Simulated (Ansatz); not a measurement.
## Electron scattering at the Σ5 (210) boundary in fcc Cu, starting shift (0.33, 0)

Aim: the relaxed structure and the specific resistance of the Σ5 (210) boundary in fcc Cu, starting shift (0.33, 0).

Method: Ansatz plane-wave DFT, PBE, PAW files; relaxation of a bicrystal slab with its lowest layers held; PAW set soft_1, in the first sound run; inputs show where later runs differ, in Ansatz 0.2.0.

## (1) The starting structure

The cell holds 23 atoms: 23 Cu. Its edges and angles: a = 4.427 Å, b = 3.615 Å, c = 29.742 Å, α = 90.0°, β = 90.0°, γ = 65.9°. It derives from Cu. built on the (2 1 0) plane; 2 overlapping atoms removed and the grains opened by 0.15 Å. Vacuum lies along c.

## (2) Relaxing the bicrystal

The boundary is built by mirroring the lower grain in the boundary plane and removing any atoms that overlap. A thin bicrystal slab is relaxed first, with the lowest layers held and the upper grain free to shift and open.

Input file input.yaml:

```yaml
crystal:
  lattice:
    - [4.4274037203, 0.0, 0.0]
    - [1.4758012401, 3.2999918941, 0.0]
    - [0.0, 0.0, 29.7415814808]
  atoms:
    - { symbol: Cu, position: [1.0e-10, 0.9999999999, 0.1681147992] }
    - { symbol: Cu, position: [0.6000000001, 0.6999999999, 0.1952932339] }
    - { symbol: Cu, position: [0.2000000001, 0.3999999999, 0.2224716686] }
    - { symbol: Cu, position: [0.8000000001, 0.0999999999, 0.2496501033] }
    - { symbol: Cu, position: [0.4000000001, 0.7999999999, 0.276828538] }
    - { symbol: Cu, position: [1.0e-10, 0.5, 0.3040069727] }
    - { symbol: Cu, position: [0.6000000001, 0.2, 0.3311854073] }
    - { symbol: Cu, position: [0.2, 0.9, 0.358363842] }
    - { symbol: Cu, position: [0.8, 0.6, 0.3855422767] }
    - { symbol: Cu, position: [0.4, 0.3, 0.4127207114] }
    - { symbol: Cu, position: [0.0, 0.0, 0.4398991461] }
    - { symbol: Cu, position: [0.13, 0.6, 0.4992994594] }
    - { symbol: Cu, position: [0.53, 0.9, 0.5264778941] }
    - { symbol: Cu, position: [0.9300000001, 0.2, 0.5536563288] }
    - { symbol: Cu, position: [0.3300000001, 0.5, 0.5808347634] }
    - { symbol: Cu, position: [0.7300000001, 0.7999999999, 0.6080131981] }
    - { symbol: Cu, position: [0.1300000001, 0.0999999999, 0.6351916328] }
    - { symbol: Cu, position: [0.5300000001, 0.3999999999, 0.6623700675] }
    - { symbol: Cu, position: [0.9300000001, 0.6999999999, 0.6895485022] }
    - { symbol: Cu, position: [0.3300000001, 0.9999999999, 0.7167269369] }
    - { symbol: Cu, position: [0.7300000002, 0.2999999999, 0.7439053715] }
    - { symbol: Cu, position: [0.1300000002, 0.5999999999, 0.7710838062] }
    - { symbol: Cu, position: [0.5300000002, 0.8999999999, 0.7982622409] }
kpoints:
  mp_grid: { grid: [7, 7, 1] }
hamiltonian:
  xc: pbe
  pseudopotentials: { kind: paw, azcp: { folder: soft_1 } }
scf:
  occupations: { method: fermi_dirac, width: 0.1 }
relax:
  f_tol: 0.03
  max_steps: 80
  constraints: [{ sites: [0, 1, 2, 3] }]
```

Launch:

```
$ ansatz run input.yaml --threads 4 --pin off --max-ram 15360MiB --backend cpu --events-out ev --progress --plain --runs-dir out
```

Numbers of over 12 decimals in the logs are rounded to 6 here.

What it wrote:

```text
Engine: ansatz 0.2.0, x86_64-unknown-linux-gnu
Pseudopotentials: kind: paw
Pseudopotential: Cu, paw, valence charge 19, recommended cutoff 420 eV (normal), soft_1/Cu.paw.azcp
Functional definition: PBE
  parameter kappa = 0.804
  parameter beta = 0.066725
  exchange = pbe_x(kappa = kappa, mu = beta*pi^2/3)
  correlation = pbe_c(beta = beta)
Crystal: 23 atoms, lattice volume = 434.536 Å³
Basis set: ecut = 420 eV, 8481 PW (Γ), exchange–correlation on 60×50×400 points (8 copies of the dense FFT grid, shifted against one another)
Bands: 263, of which v1, the nominal top of the filled ones, is band 219 counted from 1 (218 counted from 0)
Symmetry: 1 space group operations
Space group: P1 (ITA 1), of the structure as read, at distance tolerance 7.6e-5 Å
k-points: 25 of 49 (time reversal used)
Non-local potential: Cu, projectors of the file, l = 0: 3, l = 1: 2, l = 2: 3, l = 3: 1
PAW form: soft (Blöchl's): semilocal exchange-correlation on the pseudo side does not see the compensation charge
PAW one-centre angular grid: Cu, 590 points (default); XC on 64 Gauss nodes
Initial density: superposition of atomic densities (neutral atoms: chi_scale 0, normalization atom)
Initial wavefunctions: pseudopotential atomic-orbital guess
Functional: x = pbe(κ = 0.804, μ = 0.219515), c = pbe(β = 0.066725)
SCF iter   1: F=—  HF=-152393.656204 eV  |F-HF|=—  |Δ(HF+E_count)|=         —  Δρ=2.02e-1  dr2=1.08e2  ethr=3.10e-3  ⟨swp⟩=5.7  Hψ=24126  notcnv=0  defer=291
preconditioner: auto → LDOS  [metal: Δε(μ)=0.010 eV  Ē_g=8.067 eV  σ=0.100 eV  W_gap=0.03  n_scr=142 (ndim 8)  ℏωp=28.3 eV  f_vac=0.325  D(μ)=11.25/eV (n_scr^D=86)  β→1.0]
SCF iter   2: F=—  HF=-152522.148536 eV  |F-HF|=—  |Δ(HF+E_count)|=    1.28e2  Δρ=4.26e-1  dr2=4.56e2  ethr=3.10e-3  ⟨swp⟩=4.0  Hψ=20102  notcnv=0  defer=670  recentre
SCF iter   3: F=—  HF=-152375.771713 eV  |F-HF|=—  |Δ(HF+E_count)|=    1.46e2  Δρ=4.85e-2  dr2=6.75e0  ethr=3.10e-3  ⟨swp⟩=4.0  Hψ=17263  notcnv=0  defer=729
SCF iter   4: F=—  HF=-152374.700666 eV  |F-HF|=—  |Δ(HF+E_count)|=    1.07e0  Δρ=1.92e-2  dr2=9.27e-1  ethr=1.54e-3  ⟨swp⟩=2.1  Hψ=10905  notcnv=0  defer=723
SCF iter   5: F=—  HF=-152374.527228 eV  |F-HF|=—  |Δ(HF+E_count)|=   1.73e-1  Δρ=4.71e-3  dr2=7.30e-2  ethr=2.12e-4  ⟨swp⟩=2.0  Hψ=11274  notcnv=0  defer=726
SCF iter   6: F=—  HF=-152374.542833 eV  |F-HF|=—  |Δ(HF+E_count)|=   1.56e-2  Δρ=1.69e-3  dr2=1.27e-2  ethr=1.67e-5  ⟨swp⟩=2.0  Hψ=8944  notcnv=0  defer=726
SCF iter   7: F=—  HF=-152374.545349 eV  |F-HF|=—  |Δ(HF+E_count)|=   2.52e-3  Δρ=8.24e-4  dr2=2.71e-3  ethr=2.90e-6  ⟨swp⟩=2.0  Hψ=9149  notcnv=0  defer=726
SCF iter   8: F=—  HF=-152374.545802 eV  |F-HF|=—  |Δ(HF+E_count)|=   4.52e-4  Δρ=4.14e-4  dr2=8.65e-4  ethr=6.20e-7  ⟨swp⟩=2.0  Hψ=9157  notcnv=0  defer=726
SCF iter   9: F=—  HF=-152374.545765 eV  |F-HF|=—  |Δ(HF+E_count)|=   3.65e-5  Δρ=1.37e-4  dr2=1.36e-4  ethr=1.98e-7  ⟨swp⟩=2.0  Hψ=8514  notcnv=0  defer=726
SCF iter  10: F=-152374.545795 eV  HF=-152374.545787 eV  |F-HF|=7.66e-6  |Δ(HF+E_count)|=   2.20e-5  Δρ=6.90e-5  dr2=1.30e-5  ethr=5.15e-9  ⟨swp⟩=3.0  Hψ=24225  notcnv=0
SCF 1 converged in 10 iterations: F = -152374.545795 eV  dr2 = 1.30e-5
  greatest PAW one-centre occupation: 1.000 electrons in one spin orbital (limit 2), on the Cu atom at site 22 (counted from 0), in its partial waves of l = 0
relax step   1: F+E_penalty+E_count = -152374.54579465 eV  Δ(F+E_penalty+E_count) = +0.000e0 eV  max|allowed force component| = 1.132e0 eV/Å  Δτ_max = 0.0000 Å  (10 SCF iters, dr2 threshold 2.25e-5 eV, accepted)
Initial density: handed on by an earlier stage of this run
Initial wavefunctions: those handed on with the density
iter 1 solved again at ethr=5.20e-4 eV; its pass at ethr=3.10e-3 eV (dr2=2.27e0 eV) is discarded
SCF iter   1: F=—  HF=-152375.366960 eV  |F-HF|=—  |Δ(HF+E_count)|=         —  Δρ=2.49e-2  dr2=2.24e0  ethr=5.20e-4  ⟨swp⟩=1.5  Hψ=24869  notcnv=0  defer=553
preconditioner: auto → LDOS  [metal: Δε(μ)=0.030 eV  Ē_g=8.805 eV  σ=0.100 eV  W_gap=0.07  n_scr=142 (ndim 8)  ℏωp=28.3 eV  f_vac=0.323  D(μ)=8.63/eV (n_scr^D=38)  β→1.0]
SCF iter   2: F=—  HF=-152375.528206 eV  |F-HF|=—  |Δ(HF+E_count)|=   1.61e-1  Δρ=3.40e-2  dr2=2.91e0  ethr=5.12e-4  ⟨swp⟩=2.4  Hψ=11156  notcnv=0  defer=553
SCF iter   3: F=—  HF=-152374.938449 eV  |F-HF|=—  |Δ(HF+E_count)|=   5.90e-1  Δρ=1.14e-2  dr2=7.65e-1  ethr=5.12e-4  ⟨swp⟩=2.3  Hψ=12009  notcnv=0  defer=736
SCF iter   4: F=—  HF=-152374.879676 eV  |F-HF|=—  |Δ(HF+E_count)|=   5.88e-2  Δρ=3.98e-3  dr2=7.37e-2  ethr=1.75e-4  ⟨swp⟩=2.0  Hψ=7786  notcnv=0  defer=736
SCF iter   5: F=—  HF=-152374.871891 eV  |F-HF|=—  |Δ(HF+E_count)|=   7.79e-3  Δρ=1.70e-3  dr2=8.04e-3  ethr=1.69e-5  ⟨swp⟩=2.0  Hψ=11156  notcnv=0  defer=736
SCF iter   6: F=—  HF=-152374.870671 eV  |F-HF|=—  |Δ(HF+E_count)|=   1.22e-3  Δρ=2.44e-4  dr2=1.58e-3  ethr=1.84e-6  ⟨swp⟩=2.0  Hψ=11060  notcnv=0  defer=736
SCF iter   7: F=—  HF=-152374.871113 eV  |F-HF|=—  |Δ(HF+E_count)|=   4.42e-4  Δρ=5.45e-4  dr2=1.53e-3  ethr=3.62e-7  ⟨swp⟩=2.0  Hψ=11021  notcnv=0  defer=736
SCF iter   8: F=—  HF=-152374.871038 eV  |F-HF|=—  |Δ(HF+E_count)|=   7.52e-5  Δρ=2.10e-4  dr2=2.11e-4  ethr=3.50e-7  ⟨swp⟩=2.0  Hψ=8531  notcnv=0  defer=736
SCF iter   9: F=-152374.871020 eV  HF=-152374.871023 eV  |F-HF|=2.73e-6  |Δ(HF+E_count)|=   1.53e-5  Δρ=4.23e-5  dr2=1.43e-5  ethr=1.83e-8  ⟨swp⟩=3.0  Hψ=24219  notcnv=0
SCF 2 converged in 9 iterations: F = -152374.871020 eV  dr2 = 1.43e-5
  greatest PAW one-centre occupation: 1.000 electrons in one spin orbital (limit 2), on the Cu atom at site 0 (counted from 0), in its partial waves of l = 0
relax step   2: F+E_penalty+E_count = -152374.87101978 eV  Δ(F+E_penalty+E_count) = -3.252e-1 eV  max|allowed force component| = 8.473e-1 eV/Å  Δτ_max = 0.1939 Å  (9 SCF iters, dr2 threshold 8.01e-5 eV, accepted)
iter 1 solved again at ethr=2.40e-4 eV; its pass at ethr=3.10e-3 eV (dr2=1.05e0 eV) is discarded
SCF iter   1: F=—  HF=-152375.492865 eV  |F-HF|=—  |Δ(HF+E_count)|=         —  Δρ=2.03e-2  dr2=1.04e0  ethr=2.40e-4  ⟨swp⟩=1.7  Hψ=23718  notcnv=0  defer=725
preconditioner: auto → LDOS  [metal: Δε(μ)=0.014 eV  Ē_g=8.830 eV  σ=0.100 eV  W_gap=0.03  n_scr=142 (ndim 8)  ℏωp=28.3 eV  f_vac=0.324  D(μ)=8.45/eV (n_scr^D=34)  β→1.0]
SCF iter   2: F=—  HF=-152375.492850 eV  |F-HF|=—  |Δ(HF+E_count)|=   1.51e-5  Δρ=2.45e-2  dr2=1.48e0  ethr=2.37e-4  ⟨swp⟩=2.0  Hψ=11686  notcnv=0  defer=725
SCF iter   3: F=—  HF=-152375.293707 eV  |F-HF|=—  |Δ(HF+E_count)|=   1.99e-1  Δρ=1.59e-2  dr2=7.11e-1  ethr=2.37e-4  ⟨swp⟩=2.2  Hψ=13082  notcnv=0  defer=739
[...]
relax step   8: F+E_penalty+E_count = -152375.46186350 eV  Δ(F+E_penalty+E_count) = -1.911e-2 eV  max|allowed force component| = 5.739e-2 eV/Å  Δτ_max = 0.1986 Å  (11 SCF iters, dr2 threshold 1.13e-6 eV, accepted)
relax step   9: F+E_penalty+E_count = -152375.47237859 eV  Δ(F+E_penalty+E_count) = -1.052e-2 eV  max|allowed force component| = 1.647e-1 eV/Å  Δτ_max = 0.1960 Å  (10 SCF iters, dr2 threshold 1.55e-6 eV, accepted)
relax step  10: F+E_penalty+E_count = -152375.48447581 eV  Δ(F+E_penalty+E_count) = -1.210e-2 eV  max|allowed force component| = 5.708e-2 eV/Å  Δτ_max = 0.1938 Å  (9 SCF iters, dr2 threshold 2.71e-5 eV, accepted)
relax step  11: F+E_penalty+E_count = -152375.48732041 eV  Δ(F+E_penalty+E_count) = -2.845e-3 eV  max|allowed force component| = 1.108e-1 eV/Å  Δτ_max = 0.1939 Å  (12 SCF iters, accepted)
relax step  12: F+E_penalty+E_count = -152375.49273516 eV  Δ(F+E_penalty+E_count) = -5.415e-3 eV  max|allowed force component| = 6.266e-2 eV/Å  Δτ_max = 0.0411 Å  (7 SCF iters, dr2 threshold 1.47e-6 eV, accepted)
relax step  13: F+E_penalty+E_count = -152375.49424118 eV  Δ(F+E_penalty+E_count) = -1.506e-3 eV  max|allowed force component| = 1.187e-2 eV/Å  Δτ_max = 0.0318 Å  (7 SCF iters, dr2 threshold 1.26e-6 eV, accepted)
relax step  14: F+E_penalty+E_count = -152375.49424162 eV  Δ(F+E_penalty+E_count) = -4.460e-7 eV  max|allowed force component| = 1.186e-2 eV/Å  Δτ_max = 0.0000 Å  (4 SCF iters, accepted)
relax step  15: F+E_penalty+E_count = -152375.49510267 eV  Δ(F+E_penalty+E_count) = -8.610e-4 eV  max|allowed force component| = 1.320e-2 eV/Å  Δτ_max = 0.0458 Å  (10 SCF iters, accepted)
SCF iter   1: F=—  HF=-152375.567014 eV  |F-HF|=—  |Δ(HF+E_count)|=         —  Δρ=8.10e-3  dr2=2.27e-1  ethr=4.73e-4  ⟨swp⟩=4.3  Hψ=13826  notcnv=0  defer=733
preconditioner: auto → LDOS  [metal: Δε(μ)=0.051 eV  Ē_g=8.939 eV  σ=0.100 eV  W_gap=0.13  n_scr=142 (ndim 8)  ℏωp=28.3 eV  f_vac=0.337  D(μ)=7.66/eV (n_scr^D=34)  β→1.0]
SCF iter   2: F=—  HF=-152375.503940 eV  |F-HF|=—  |Δ(HF+E_count)|=   6.31e-2  Δρ=2.47e-3  dr2=5.26e-2  ethr=5.20e-5  ⟨swp⟩=2.0  Hψ=12831  notcnv=0  defer=739
SCF iter   3: F=—  HF=-152375.496965 eV  |F-HF|=—  |Δ(HF+E_count)|=   6.97e-3  Δρ=1.31e-3  dr2=4.96e-3  ethr=1.20e-5  ⟨swp⟩=2.0  Hψ=9144  notcnv=0  defer=739
SCF iter   4: F=—  HF=-152375.496597 eV  |F-HF|=—  |Δ(HF+E_count)|=   3.69e-4  Δρ=1.09e-3  dr2=4.57e-3  ethr=1.14e-6  ⟨swp⟩=2.8  Hψ=11678  notcnv=0  defer=739
SCF iter   5: F=—  HF=-152375.496194 eV  |F-HF|=—  |Δ(HF+E_count)|=   4.03e-4  Δρ=4.90e-4  dr2=7.53e-4  ethr=1.05e-6  ⟨swp⟩=2.0  Hψ=8075  notcnv=0  defer=739
SCF iter   6: F=—  HF=-152375.496098 eV  |F-HF|=—  |Δ(HF+E_count)|=   9.61e-5  Δρ=1.63e-4  dr2=6.67e-5  ethr=1.72e-7  ⟨swp⟩=2.0  Hψ=8846  notcnv=0  defer=739
SCF iter   7: F=—  HF=-152375.495804 eV  |F-HF|=—  |Δ(HF+E_count)|=   2.94e-4  Δρ=3.54e-5  dr2=4.00e-6  ethr=1.53e-8  ⟨swp⟩=2.2  Hψ=9118  notcnv=0  defer=739
SCF iter   8: F=—  HF=-152375.495806 eV  |F-HF|=—  |Δ(HF+E_count)|=   1.83e-6  Δρ=1.38e-5  dr2=1.20e-6  ethr=9.16e-10  ⟨swp⟩=2.0  Hψ=11018  notcnv=0  defer=739
SCF iter   9: F=—  HF=-152375.495806 eV  |F-HF|=—  |Δ(HF+E_count)|=   7.59e-7  Δρ=7.56e-6  dr2=3.95e-7  ethr=2.74e-10  ⟨swp⟩=2.2  Hψ=9074  notcnv=0  defer=739
SCF iter  10: F=—  HF=-152375.495806 eV  |F-HF|=—  |Δ(HF+E_count)|=   1.28e-8  Δρ=4.97e-6  dr2=1.02e-7  ethr=9.05e-11  ⟨swp⟩=2.0  Hψ=9718  notcnv=0  defer=739
SCF iter  11: F=-152375.495806 eV  HF=-152375.495806 eV  |F-HF|=1.25e-8  |Δ(HF+E_count)|=   7.04e-9  Δρ=1.85e-6  dr2=1.38e-8  ethr=2.29e-11  ⟨swp⟩=3.9  Hψ=19022  notcnv=0
SCF 16 converged in 11 iterations: F = -152375.495806 eV  dr2 = 1.38e-8
relax step  16: F+E_penalty+E_count = -152375.49580632 eV  Δ(F+E_penalty+E_count) = -7.036e-4 eV  max|allowed force component| = 8.159e-3 eV/Å  Δτ_max = 0.0662 Å  (11 SCF iters, accepted)
SCF converged after 11 iterations
Free energy (F): -152375.495806 eV
Harris-Foulkes:  -152375.495806 eV  (|F-HF|=1.25e-8)
Internal energy: -152375.249256 eV  (E = F + TS)
E sigma→0 (E₀):  -152375.372531 eV
Entropy (-TS):   -0.246551 eV (-10.720 meV/atom)
Fermi energy:    8.636952 eV
--- Per-component energies (eV) ---
  E_band       = -11756.849966
  E_kinetic    = 6010.664049
  E_local      = -839993.572114  (includes V_loc(G=0)·N_el)
  E_nonlocal   = 20498.212665
  E_hartree    = 410429.707485
  E_xc         = -1575.783536
  E_vxc        = -2033.835757  (∫ρ·V_xc dr)
  E_paw        = -41769.330237  (= ΣΔE_a)
  E_vpaw       = -17097.758361  (= ΣTr[D̂ρ^β])
  E_aug_tail   = 0.022716  (compensation charges beyond the density's cutoff)
  E_ewald      = 294024.829717
  E_smearing   = -0.246551  (= −TS)
  E_closure    = -0.000000  (closes the sum)
  Σ components = -152375.495806   (vs F -152375.495806, Δ=0.00e0)
--- Forces (eV/Å), atoms counted from 1 ---
  atom   1  Cu    -0.04154972     0.01863898     0.57473649
  atom   2  Cu     0.02489819    -0.01110653    -0.06647109
  atom   3  Cu     0.00163356    -0.00089852    -0.34750194
  atom   4  Cu     0.00512252    -0.00218667    -0.15186829
  atom   5  Cu     0.00027373    -0.00010498     0.00104651
  atom   6  Cu     0.00294613    -0.00169732     0.00081001
  atom   7  Cu     0.00092391    -0.00101343    -0.00284755
  atom   8  Cu    -0.00258415     0.00003664    -0.00133566
  atom   9  Cu    -0.00007624    -0.00363255     0.00340764
  atom  10  Cu     0.00815923    -0.00230699     0.00537804
  atom  11  Cu    -0.00197588    -0.00341664    -0.00723106
  atom  12  Cu    -0.00538679     0.00513197    -0.00302188
  atom  13  Cu     0.00075147     0.00205362    -0.00046162
  atom  14  Cu     0.00161003     0.00280730     0.00160414
  atom  15  Cu     0.00098747    -0.00157286    -0.00055407
  atom  16  Cu     0.00046830     0.00084688    -0.00147179
  atom  17  Cu     0.00021839    -0.00063935    -0.00024330
  atom  18  Cu    -0.00015792     0.00060518     0.00037639
  atom  19  Cu     0.00114452    -0.00032907    -0.00119821
  atom  20  Cu     0.00172799    -0.00118098    -0.00008960
  atom  21  Cu    -0.00108375     0.00035043    -0.00139646
  atom  22  Cu     0.00111202    -0.00036141    -0.00162158
  atom  23  Cu     0.00085852    -0.00001927    -0.00007683
  max |Σ_I F_I| component: 3.17e-5 eV/Å
--- Relaxed structure (16 steps of the walk, 16 accepted, 0 SCFs on fresh bases) ---
  F+E_penalty+E_count = -152375.49580632 eV   max|allowed force component| = 8.159e-3 eV/Å
  atoms:
    - { symbol: Cu, position: [9.999995276288587e-11, 1.000000, 0.1681147992] }
    - { symbol: Cu, position: [0.6000000001, 0.700000, 0.1952932339] }
    - { symbol: Cu, position: [0.2000000001, 0.3999999999, 0.2224716686] }
    - { symbol: Cu, position: [0.800000, 0.0999999999, 0.2496501033] }
    - { symbol: Cu, position: [0.400608, 0.799694, 0.277626] }
    - { symbol: Cu, position: [0.00379334, 0.498111, 0.305100] }
    - { symbol: Cu, position: [0.609984, 0.195009, 0.330907] }
    - { symbol: Cu, position: [0.201322, 0.899299, 0.359870] }
    - { symbol: Cu, position: [0.810659, 0.594564, 0.390049] }
    - { symbol: Cu, position: [0.413552, 0.293080, 0.408643] }
    - { symbol: Cu, position: [0.027231, -0.014709, 0.447804] }
    - { symbol: Cu, position: [0.410627, 0.292160, 0.486033] }
    - { symbol: Cu, position: [0.806267, 0.594474, 0.504367] }
    - { symbol: Cu, position: [1.196259, -0.100759, 0.535214] }
    - { symbol: Cu, position: [0.604173, 0.195391, 0.563778] }
    - { symbol: Cu, position: [0.998569, 0.498091, 0.589704] }
    - { symbol: Cu, position: [0.397251, -0.201200, 0.617661] }
    - { symbol: Cu, position: [0.796879, 0.098930, 0.645255] }
    - { symbol: Cu, position: [1.191986, 0.401395, 0.672039] }
    - { symbol: Cu, position: [0.589514, 0.702638, 0.699423] }
    - { symbol: Cu, position: [0.996966, -0.00110415, 0.728560] }
    - { symbol: Cu, position: [0.391655, 0.301539, 0.754349] }
    - { symbol: Cu, position: [0.787158, 0.603772, 0.777397] }
```

It took 17 min on 4 threads of Intel Xeon Platinum 8375C at 2.90GHz (Ice Lake), shared host; peak memory 3.7 GiB.

The steps of the relaxation:

| step | energy less that of the first step (eV) | largest force component (eV/Å) |
| --- | --- | --- |
| 1 | 0.0000 | 1.1322 |
| 2 | -0.3252 | 0.8473 |
| 3 | -0.6164 | 0.2458 |
| 4 | -0.7293 | 0.1835 |
| 5 | -0.8122 | 0.0806 |
| 6 | -0.8613 | 0.0715 |
| 7 | -0.8970 | 0.0490 |
| 8 | -0.9161 | 0.0574 |
| 9 | -0.9266 | 0.1647 |
| 10 | -0.9387 | 0.0571 |
| 11 | -0.9415 | 0.1108 |
| 12 | -0.9469 | 0.0627 |
| 13 | -0.9484 | 0.0119 |
| 14 | -0.9484 | 0.0119 |
| 15 | -0.9493 | 0.0132 |
| 16 | -0.9500 | 0.0082 |

The atoms that moved most (Å):

| atom | dx | dy | dz | length |
| --- | --- | --- | --- | --- |
| Cu13 | 0.772 | -1.008 | -0.658 | 1.430 |
| Cu15 | 0.764 | -1.005 | -0.507 | 1.361 |
| Cu16 | 0.744 | -0.996 | -0.545 | 1.357 |
| Cu23 | 0.701 | -0.978 | -0.621 | 1.354 |
| Cu14 | 0.735 | -0.993 | -0.549 | 1.351 |
| Cu12 | 0.788 | -1.016 | -0.395 | 1.345 |
| Cu17 | 0.739 | -0.994 | -0.521 | 1.344 |
| Cu18 | 0.737 | -0.994 | -0.509 | 1.338 |

Numbers from this step:

```
free energy             : -152375.4958 eV
energy at zero smearing : -152375.3725 eV
Fermi energy            : 8.637 eV
```

The largest force component on a free atom ends at 0.0082 eV/Å, under the tolerance of 0.03, after 16 steps.

(Continued in part 2 of 3.)

[Logs are printed without paths, hosts, clocks, repeated set-up lines and the standing remarks that a program may print on its own settings, such as how far it seeks lower states.]

[Hosts, paths, dates, database ids (printed as entryN), source tags and the programs' standing remarks are cut or masked in the printed files.]
